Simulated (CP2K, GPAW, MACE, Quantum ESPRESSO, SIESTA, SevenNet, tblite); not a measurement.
# SIESTA on random packing of Al77Si23 (at. %) (94 atoms): settings against a plane-wave reference, part 2 of 2

How do the settings of SIESTA change the result for random packing of Al77Si23 (at. %) (94 atoms)? A plane-wave run serves as the yardstick.

Program: SIESTA 5.4.2; the method stands at each step. Banners, paths, timers and routine set-up lines are dropped from the logs unmarked, and long logs keep their key lines alone; longer cuts are marked. The potentials were converted by us to PSML.

So far. Step 3 (VdW-DF, PBE potentials, DZP, shift 0.01 Ry, mesh 300 Ry): The run ends at a pressure of 18.78 GPa, with forces up to 5.4 eV/Å.

**4. PBE, DZP, shift 0.01 Ry, mesh 200 Ry**

Method: Kohn-Sham DFT, PBE, PseudoDojo 0.4.1 norm-conserving pseudopotentials (converted to PSML), numerical atomic orbitals (DZP), diagonalisation.

input.fdf

```
SystemLabel cell
NumberOfAtoms 94
NumberOfSpecies 2
%block ChemicalSpeciesLabel
  1 13 Al
  2 14 Si
%endblock ChemicalSpeciesLabel
LatticeConstant 1.0 Ang
%block LatticeVectors
  11.95900 0.00000 0.00000
  0.00000 11.95900 0.00000
  0.00000 0.00000 11.95900
%endblock LatticeVectors
PAO.BasisSize DZP
PAO.EnergyShift 0.01 Ry
XC.Functional GGA
XC.Authors PBE
MeshCutoff 200 Ry
%block kgrid_Monkhorst_Pack
  1 0 0 0.0
  0 1 0 0.0
  0 0 1 0.0
%endblock kgrid_Monkhorst_Pack
SolutionMethod diagon
OccupationFunction FD
ElectronicTemperature 580 K
SCF.Mixer.Method Pulay
SCF.Mixer.Weight 0.05
SCF.Mixer.History 8
SCF.Mix Hamiltonian
MaxSCFIterations 300
SCF.DM.Tolerance 1e-04
SCF.H.Tolerance 1.0e-3 eV
WriteForces T
Write.HirshfeldPop T
Write.VoronoiPop T
Write.DM F
Write.H F
XML.Write F
AtomicCoordinatesFormat Fractional
%block AtomicCoordinatesAndAtomicSpecies
[... 94 atom lines left out: the same atoms as in the first run ...]
%endblock AtomicCoordinatesAndAtomicSpecies
```

Started as:

```console
> OMP_NUM_THREADS=1 mpirun -np 2 siesta < input.fdf > output.txt
```

The log of the run:

```text
Version         : 5.4.2
reinit: System Name:
reinit: System Label: cell
initatom: Reading input for the pseudopotentials and atomic orbitals ----------
Species number:   1 Atomic number:   13 Label: Al
Species number:   2 Atomic number:   14 Label: Si
Ground state valence configuration (from tables):   3s02  3p01  3d00  4f00
[... lines left out ...]
        iscf     Eharris(eV)        E_KS(eV)     FreeEng(eV)     dDmax    Ef(eV) dHmax(eV)
[... lines left out ...]
SCF Convergence by DM+H criterion
[... lines left out ...]
SCF cycle converged after 19 iterations
[... lines left out ...]
   Max    4.641902
[... lines left out ...]
   Max    4.641902    constrained
Stress tensor Voigt[x,y,z,yz,xz,xy] (kbar):     -137.49     -164.02     -170.13        4.93      -10.25        1.98
[... lines left out ...]
siesta: FreeEng =     -6993.386217
[... lines left out ...]
siesta:         Fermi =      -4.799371
[... lines left out ...]
siesta:           0.09812671          0.11276917  eV/Ang**3
siesta:         157.21632358        180.67612822  kBar
    Orbital volume contribution        =         102.234692 eV
    (Free)E + p_basis*V_orbitals       =       -6891.151526 eV
    (Free)Eharris+ p_basis*V_orbitals  =       -6891.151548 eV
Hirshfeld Atomic Populations:
Atom #   charge [q] valence [e]  Species
     1    -0.072340    3.072340  Al
     2    -0.002465    3.002465  Al
     3     0.004130    2.995870  Al
[...]
73    -0.035031    4.035031  Si
    74    -0.018147    4.018147  Si
    75    -0.015720    4.015720  Si
[...]
--------------------
 Total    -0.000007
Voronoi Atomic Populations:
Atom #   charge [q] valence [e]  Species
[...]
71     0.032887    2.967113  Al
    72     0.005027    2.994973  Al
[...]
93    -0.009740    4.009740  Si
    94    -0.045200    4.045200  Si
--------------------
 Total    -0.000006
```

Elapsed: 5.2 min, on 2 MPI ranks of Arm Neoverse V1, shared host; peak memory 1.7 GiB.

Against the reference:

```yaml
r_m_s_force_component: 1.557 eV/Å
r_m_s_difference_of_force_components: 89.82 meV/Å
longest_difference_of_force_vectors: 324.8 meV/Å
force_difference_over_r_m_s_force: 6.099 %
slope_of_forces_against_the_reference_s: 1.057
correlation_of_force_components: 0.9998
pressure: 15.72 GPa
pressure_difference: 1.117 GPa
energy_less_the_same_level_run_s: 0.0018 meV/atom
r_m_s_force_difference_from_the_same_level_run: 0.412 meV/Å
```

Against the first run (6.1 %), the force difference from the reference is 6.1 %, at 0.63 times the CPU time: the change moves forces by 0.41 meV/Å r.m.s., so most of the difference comes from elsewhere.

**5. Side by side**

Differences are against the plane-wave reference, forces as r.m.s. over components; share is that over the reference's r.m.s. force, slope the least-squares factor from reference forces to these. Total energies of different programs have different zeros and aren't compared.

```
                                                           run  Δ force, r.m.s. (meV/Å)  share (%)  slope  Δ pressure (GPa)  cores  CPU time  memory (GiB)
                                                     reference                        -          -      -                 -      4    22 min           5.4
                   SIESTA PBE, DZP, shift 0.01 Ry, mesh 300 Ry                     89.8       6.10  1.057              1.12      2    17 min           2.5
SIESTA vdW-DF, PBE potentials, DZP, shift 0.01 Ry, mesh 300 Ry                     89.3       6.06  1.039              4.18      4    30 min           3.8
                   SIESTA PBE, DZP, shift 0.01 Ry, mesh 200 Ry                     89.8       6.10  1.057              1.12      2    10 min           1.7
```

CPU time is summed over cores on a shared host, where runs went side by side, so it is rough. Symmetry, cutoffs, thresholds, outputs and thread counts weren't matched or tuned between programs; memory under MPI is the largest rank's times the ranks.

Mean charges by element (e), by run and scheme:

```
                                                           run     scheme     Al     Si
                   SIESTA PBE, DZP, shift 0.01 Ry, mesh 300 Ry  Hirshfeld  +0.01  -0.02
SIESTA vdW-DF, PBE potentials, DZP, shift 0.01 Ry, mesh 300 Ry  Hirshfeld  +0.01  -0.03
                   SIESTA PBE, DZP, shift 0.01 Ry, mesh 200 Ry  Hirshfeld  +0.01  -0.02
```

Within one program, basis, potentials and functional, energies share a zero. Each run against its twin at the usual cutoff or grid and solver:

```
                                        run                             twin  Δ energy (meV/atom)  Δ force, r.m.s. (meV/Å)  CPU time over the twin's
SIESTA PBE, DZP, shift 0.01 Ry, mesh 200 Ry  DZP, shift 0.01 Ry, mesh 300 Ry               0.0018                    0.412                      0.64
```

Further runs of this program without a result: SIESTA PBE, DZP, shift 0.002 Ry, mesh 300 Ry (cut off at its time limit).

**6. Results**

```
nearest in forces : a tie at 6.1 % of 3 runs: SIESTA PBE, DZP, shift 0.01 Ry, mesh 300 Ry; SIESTA vdW-DF, PBE potentials, DZP, shift 0.01 Ry, mesh 300 Ry; SIESTA PBE, DZP, shift 0.01 Ry, mesh 200 Ry
```

In words: The PBE runs in local orbitals differ by 6.1 % in each run; basis, grid and potentials can all enter. Rows with another functional or a dispersion term differ by 6.1 % (SIESTA vdW-DF, PBE potentials, DZP, shift 0.01 Ry, mesh 300 Ry), which mixes the change of model with differences of basis and potentials, some of them made for another functional. One electronic-structure run takes under half the reference's CPU time: SIESTA PBE, DZP, shift 0.01 Ry, mesh 200 Ry, at 6.1 % in 10 min against 22 min. The mean charges agree among these rows within 0.01 e. The reference's pressure holds the uncorrected Pulay stress of its 45 Ry basis, so small pressure differences, and their order, may be the reference's own error. The reference's stress is far from hydrostatic: its diagonal is 12.7, 15.3, 15.9 GPa, compression counted positive. The reference's pressure of 15 GPa belongs to a cell and atoms that aren't relaxed at this level. The electronic-structure runs sample only Γ, in a cell whose shortest periodic width is 12 Å, which is coarse for a cell with partly filled levels.

[Also dropped from logs without a mark: logging warnings of Python, and SIESTA's first energy breakdown and zero terms.]

[Logs are printed without paths, hosts, clocks, repeated set-up lines and the standing remarks that a program may print on its own settings, such as how far it seeks lower states.]

[Hosts, paths, dates, database ids (printed as entryN), source tags and the programs' standing remarks are cut or masked in the printed files.]
